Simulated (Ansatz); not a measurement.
## SiC (P6_3mc):Li_i (void), thermodynamic levels from a 108-atom cell

Wanted: the transition levels of a interstitial in SiC (P6_3mc), from a cell of 108 host atoms with 1 Li put in.

Method: place-levels on r2SCAN runs: charge-transition levels and formation energies with image-charge correction and potential alignment at the atomic sites; PAW set soft_1, in Ansatz 0.2.0.

The experiments to compare with:

“Charge spill-out and work function of few-layer graphene on SiC(0001)” (2018, arxiv:1806.04908) quotes from earlier work for SiC, 6H (bulk crystal, literature): band gap (indirect gap, experimental literature value) 3.03 eV [Literature value cited in passing in the theory part; temperature and measurement method …].

Most raw output is cut from this account.

**1. The structure**

The cell holds 109 atoms: 54 Si, 54 C and 1 Li. Cell: a = 9.236 Å, b = 9.236 Å, c = 15.108 Å, α = 90.0°, β = 90.0°, γ = 120.0°. It derives from SiC (space group P6_3mc). Nearest the centre at fractional (0.111, 0.222, 0.437): Li109 at 0.00 Å, Si5 at 2.01 Å, Si53 at 2.01 Å, Si17 at 2.01 Å, C8 at 2.01 Å, C56 at 2.01 Å, C20 at 2.01 Å, Si74 at 2.37 Å.

Screening for the image-charge correction: ε∞ = (7.09, 7.09, 7.35), ε0 = (10.43, 10.43, 10.95), computed on the host (DFPT, PBEsol, on the r2SCAN cell), and a cell off the functional's own equilibrium shifts the ionic part.

The cell's shortest repeat is 9.2 Å.

**2. Charge states**

Levels follow from differences of total energies between charge states, each relaxed by itself.

Each atom starts 0.05 Å or so off its site in a random direction: a symmetric start keeps its symmetry, and would miss off-centre moves and Jahn–Teller distortions. Forces are taken at one point at (¼, ¼, ¼). The cell holds 1 electron fewer than the neutral one, with a uniform background that keeps it neutral on the whole.

The sampling was tested on the host first: at the k-points planned (1x1x1 shifted 0.25 0.25 0.25) its energy lies -0.041 eV an atom from the dense-mesh value, a large miss, so this sampling is coarse for the host.

One state's input; the others differ in charge, spin, start and seed, and in occupations where the table says so.

File qp1.relax/input.yaml:

```yaml
crystal:
  lattice:
    - [9.23599493, 0.0, 0.0]
    - [-4.61799746, 7.99860624, 0.0]
    - [0.0, 0.0, 15.1078644]
  atoms:
    - { symbol: Si, position: [0.11111111, 0.22222222, 0.8329854] }
    - { symbol: Si, position: [0.22222222, 0.11111111, 0.3329854] }
[... 2 atom lines left out ...]
    - { symbol: Si, position: [0.0, 0.0, 0.49972248] }
[... 2 atom lines left out ...]
    - { symbol: C, position: [0.0, 0.0, 0.37436694] }
[... 2 atom lines left out ...]
    - { symbol: C, position: [0.22222222, 0.11111111, 0.54152848] }
[... 2 atom lines left out ...]
    - { symbol: Si, position: [0.22222222, 0.44444444, 0.3329854] }
[... 2 atom lines left out ...]
    - { symbol: Si, position: [0.0, 0.33333333, 0.49972248] }
[... 2 atom lines left out ...]
    - { symbol: C, position: [0.0, 0.33333333, 0.37436694] }
[... 2 atom lines left out ...]
    - { symbol: C, position: [0.22222222, 0.44444444, 0.54152848] }
[... 17 atom lines left out ...]
    - { symbol: Si, position: [0.33333333, 0.0, 0.49972248] }
[... 2 atom lines left out ...]
    - { symbol: C, position: [0.33333333, 0.0, 0.37436694] }
[... 8 atom lines left out ...]
    - { symbol: Si, position: [0.33333333, 0.33333333, 0.49972248] }
[... 2 atom lines left out ...]
    - { symbol: C, position: [0.33333333, 0.33333333, 0.37436694] }
[... 8 atom lines left out ...]
    - { symbol: Si, position: [0.33333333, 0.66666667, 0.49972248] }
[... 2 atom lines left out ...]
    - { symbol: C, position: [0.33333333, 0.66666667, 0.37436694] }
[... 5 atom lines left out ...]
    - { symbol: Si, position: [0.88888889, 0.11111111, 0.3329854] }
[... 2 atom lines left out ...]
    - { symbol: Si, position: [0.66666667, 0.0, 0.49972248] }
[... 2 atom lines left out ...]
    - { symbol: C, position: [0.66666667, 0.0, 0.37436694] }
[... 2 atom lines left out ...]
    - { symbol: C, position: [0.88888889, 0.11111111, 0.54152848] }
[... 14 atom lines left out ...]
    - { symbol: Si, position: [0.88888889, 0.77777778, 0.3329854] }
[... 10 atom lines left out ...]
    - { symbol: Li, position: [0.111111, 0.222222, 0.437048] }
  host:
    repeats: [3, 3, 1]
    atoms:
      - { symbol: Si, position: [0.33333333, 0.66666667, 0.8329854] }
      - { symbol: Si, position: [0.66666667, 0.33333333, 0.3329854] }
      # ... 10 more atoms of the perfect host
total_charge: 1
basis:
  ecutwfc: 500
  xc_grid: 2
hamiltonian:
  xc: r2scan
  pseudopotentials: { kind: paw, azcp: { folder: soft_1 } }
kpoints:
  mp_grid: { grid: [1, 1, 1], shift: [0.25, 0.25, 0.25] }
scf:
  occupations: { method: fixed }
  max_iter: 60
output:
  forces: true
  charged_corrections:
    epsilon: [7.09, 7.09, 7.35]
    static_epsilon: [10.43, 10.43, 10.95]
    defect_position: [0.111111, 0.222222, 0.437048]
relax:
  f_tol: 0.02
  max_steps: 80
  random_displacement: { amplitude: 0.05, seed: 502 }
checkpoint:
  write: "../qp1.relax.run"
  compress: false
  write_wavefunctions: true
  write_every: 100000
```

Launch:

```console
$ ansatz run input.yaml --threads 4 --pin off --max-ram 15073MiB --backend cpu --events-out ev --progress --plain --runs-dir out
```

The relaxed structure is kept and the sampling changed to a 2×2×2 shifted mesh.

The run of this state that the levels use, under r2SCAN:

File qp1.point/input.yaml:

```yaml
crystal:
  checkpoint: "../qp1.relax.run"
  host: checkpoint
total_charge: 1
basis:
  ecutwfc: 500
  xc_grid: 2
hamiltonian:
  xc: r2scan
  pseudopotentials: { kind: paw, azcp: { folder: soft_1 } }
kpoints:
  mp_grid: { grid: [2, 2, 2], shift: [0.5, 0.5, 0.5] }
scf:
  occupations: { method: fermi_dirac, width: 0.01 }
  max_iter: 60
output:
  forces: true
  eigenvalues: true
  charged_corrections:
    epsilon: [7.09, 7.09, 7.35]
    static_epsilon: [10.43, 10.43, 10.95]
    defect_position: [0.111111, 0.222222, 0.437048]
  eigenstates: { localisation: true }
  populations: true
  band_densities: [{ bands: [v1, v1] }, { bands: [c1, c1] }]
  write_density: true
  write_potential: true
  volumetric_format: npy
  elf: true
checkpoint:
  read: "../qp1.relax.run"
  write: "../qp1.point.run"
  compress: false
  write_wavefunctions: false
  write_every: 100000
```

Relaxations under r2SCAN at one point at (¼, ¼, ¼); times on 4 threads of Arm Neoverse V2, shared host:

```csv
charge,moment (μB),occupations,outcome,steps,largest displacement against the far atoms (Å),time
0,1,fixed,converged,7,0.17,8.5 min
+1,0,fixed,converged,6,0.17,2.9 min
```

Single points under r2SCAN at a 2×2×2 shifted mesh; times on 4 threads of Arm Neoverse V2, shared host:

```csv
charge,moment (μB),occupations,outcome,time
0,1,fermi-dirac,converged,9.3 min
+1,0,fermi-dirac,converged,3.3 min
```

Distances (Å) from Li109 to the nearest atoms after relaxation with r2SCAN:

```csv
charge,moment (μB),1.,2.,3.,4.,5.,6.
0,1,C 1.94,C 1.94,C 1.94,Si 2.19,Si 2.20,Si 2.21
+1,0,C 1.94,C 1.94,C 1.94,Si 2.19,Si 2.20,Si 2.20
```

**3. Levels against the band edges, r2SCAN**

A charged cell interacts with its images and the background, and its potential has another zero than the host's. place-levels removes the first by a point-charge model, screened by the static dielectric constant since the ions have relaxed around the charge, and the second by comparing potentials at atoms far from the defect.

The host is a run of the defect-free crystal in the same cutoffs, grids and k-points, so that basis and sampling errors cancel in part in the differences. The host is run in a cell of 12 atoms on a matching mesh. Its band edges are searched through the zone by a band path, so the gap is smaller than, or equal to, that on the mesh. Chemical potentials are energies per atom of Li (bcc), run with the same functional and cutoff.

File levels.point.yaml:

```yaml
host:
  run: host.point.run
states: [q0_M1.point.run, qp1.point.run]
geometry_from:
  q0_M1.point.run: q0_M1.relax.run
  qp1.point.run: qp1.relax.run
  host.point.run: host.relax.run
chemical_potentials:
  Li:
    energy: -205.132397
    dataset: <sha256 of the dataset>
epsilon: [7.09, 7.09, 7.35]
static_epsilon: [10.43, 10.43, 10.95]
vertical:
  - { from: qp1.point.run, to: qp1.point_neutral.run }
```

Launch:

```console
$ ansatz place-levels levels.point.yaml -- --threads 4 --pin off --max-ram 15073MiB
```

It took 0.24 s on 4 threads of Arm Neoverse V2, shared host.

Levels between the charges placed, in eV above the valence top:

```csv
,gap (eV),(+1/0)
r2SCAN,2.37,2.40
```

Corrections by state:

```csv
charge,moment (μB),image terms and alignment (eV),band filling (eV),ε used,"over the lowest of its charge, as the program ranks them, band filling apart (eV)"
+1,0.0,0.217,-,"principal values (10.43, 10.43, 10.95)",0.000
0,1.0,0.000,-0.089,-,0.000
```

The charged structures listed were also run neutral, and place-levels reads from each pair, by the potential or the spins, how wide the charge is by which they differ; that can be the carrier of either run.

```csv
charge,rms radius (Å),spread where it is widest against the cell (Å),wide from (Å),reading
+1,7.3,3.80,1.39,wide
```

The neutral runs of these pairs need not share the spin of the lowest neutral state, and very wide values only mean spread over the cell.

From the program's caveats on the states, each cut to its opening words:

- charge +1: how wide its charge is, is not read beside other atoms or cores, and a band state would take no correction
- charge 0 (1 μB): a band-filling correction moves a carrier to the host's band edge, which changes its energy by -0.089 eV
- charge 0 (1 μB): its alignment with the host at atomic sites is doubtful: the mean over the far sites moves by -0.0955 eV from their farther parts to their nearer, more than [...]
- charge 0 (1 μB): its sublattices stand up to 0.0126 Å off the host's, which by the two runs' forces adds about +0.02 eV to its energy against the host's, and moves the band [...]
- charge 0 (1 μB): its moments are held at its close (magnetization.spin_locking), by a field of 0.045 eV a Bohr magneton, and its energy and levels are of the state that this [...]
- charge 0 (1 μB): flagged: stability check not made

The host's formation energy from the elements is -0.356 eV per atom; it sets how far the chemical potentials can move.

Formation energies (eV), C-rich (Δμ(C) = 0.00 eV, Δμ(Si) = -0.71 eV, Δμ(Li) = 0.00 eV):

```csv
charge,Fermi level at the valence top,at the conduction bottom
+1,0.36,2.73
0,2.76,2.76
```

Formation energies (eV), Si-rich (Δμ(Si) = 0.00 eV, Δμ(C) = -0.71 eV, Δμ(Li) = 0.00 eV):

```csv
charge,Fermi level at the valence top,at the conduction bottom
+1,0.36,2.73
0,2.76,2.76
```

**4. The same at the relaxations' own k-points**

The relaxations' own energies give the levels at their sampling, for comparison.

File levels.relax_mesh.yaml:

```yaml
host:
  run: host.relax.run
states: [q0_M1.relax.run, qp1.relax.run]
chemical_potentials:
  Li:
    energy: -205.132397
    dataset: <sha256 of the dataset>
```

Launch:

```console
$ ansatz place-levels levels.relax_mesh.yaml -- --threads 4 --pin off --max-ram 15073MiB
```

Elapsed: 0.09 s, on 4 threads.

Levels between neighbouring charges, in eV above the valence top:

```csv
,gap (eV),(+1/0)
"one point at (¼, ¼, ¼)",2.38,2.42
a 2×2×2 shifted mesh,2.37,2.40
```

Going from one point at (¼, ¼, ¼) to a 2×2×2 shifted mesh moves formation energies against the elements by up to 0.02 eV; band-filling terms, which differ between samplings, are in these energies.

**5. What came out**

```
gap of the host                                                          : 2.37 eV (r2SCAN)
level (plus 1/0)                                                         : 2.40 eV above the valence top, past the conduction bottom (2.49 eV above the valence top without the band-filling term)
lowest of the charges placed, just above the valence top (0.02 eV)       : +1
lowest of the charges placed, just below the conduction bottom (0.02 eV) : +1
lowest formation energy at mid-gap of the charges run, C-rich            : 1.54 eV
lowest formation energy at mid-gap of the charges run, Si-rich           : 1.54 eV
```

What this shows: Of the charges placed (0 and +1), +1 is the lowest from 0.02 eV above the valence top to 0.02 eV below the conduction bottom, a gap of 2.37 eV. Charges above +1 and below 0 were not placed, so these runs say nothing of levels that involve them. States placed: +1 at 0 μB; 0 at 1 μB. Other spin states or structures, where not listed, weren't placed. The program finds carriers beyond a band edge of the host and adds a band-filling term at charge 0 (-0.09 eV); steps to such a charge show no bound level, and a defect level inside a band would be read the same way. Li is taken at its element; compounds, which aren't counted here, bound the chemical potentials and would shift these formation energies. Going from one point at (¼, ¼, ¼) to a 2×2×2 shifted mesh moves formation energies against the elements by up to 0.02 eV; band-filling terms, which differ between samplings, are in these energies. The program doubts the alignment of potentials for at least one state, a sign that the cell is small. Limits: r2SCAN makes the gap too small and tends to spread out bound carriers; force components of up to 0.19 eV/Å remain in a run at the final settings.

Calculation against experiment:

| quantity | measured | r2SCAN |
| --- | --- | --- |
| band gap (least gap of the host) (eV) | 3.03 | 2.37 (-0.66 eV) |

Measured values from arxiv:1806.04908 (2018).

How well it matches: The band gap is off by -0.66 eV: a clear miss. Local and semilocal functionals usually give gaps below the measured ones. Zero-point and thermal motion shift the measured gap.

[Logs are printed without paths, hosts, clocks, repeated set-up lines and the standing remarks that a program may print on its own settings, such as how far it seeks lower states.]

[Hosts, paths, dates, database ids (printed as entryN), source tags and the programs' standing remarks are cut or masked in the printed files.]

[Where a table of states has a column of steps, it counts the stored structures, which are thinned; the runs took as many ionic steps or more.]

[A defect's name tells the site on which it was built; relaxed atoms can leave that site.]

[For some hosts the program warned that the k-mesh of the response run may be too coarse for force constants and the static dielectric constant; such warnings are not shown here.]
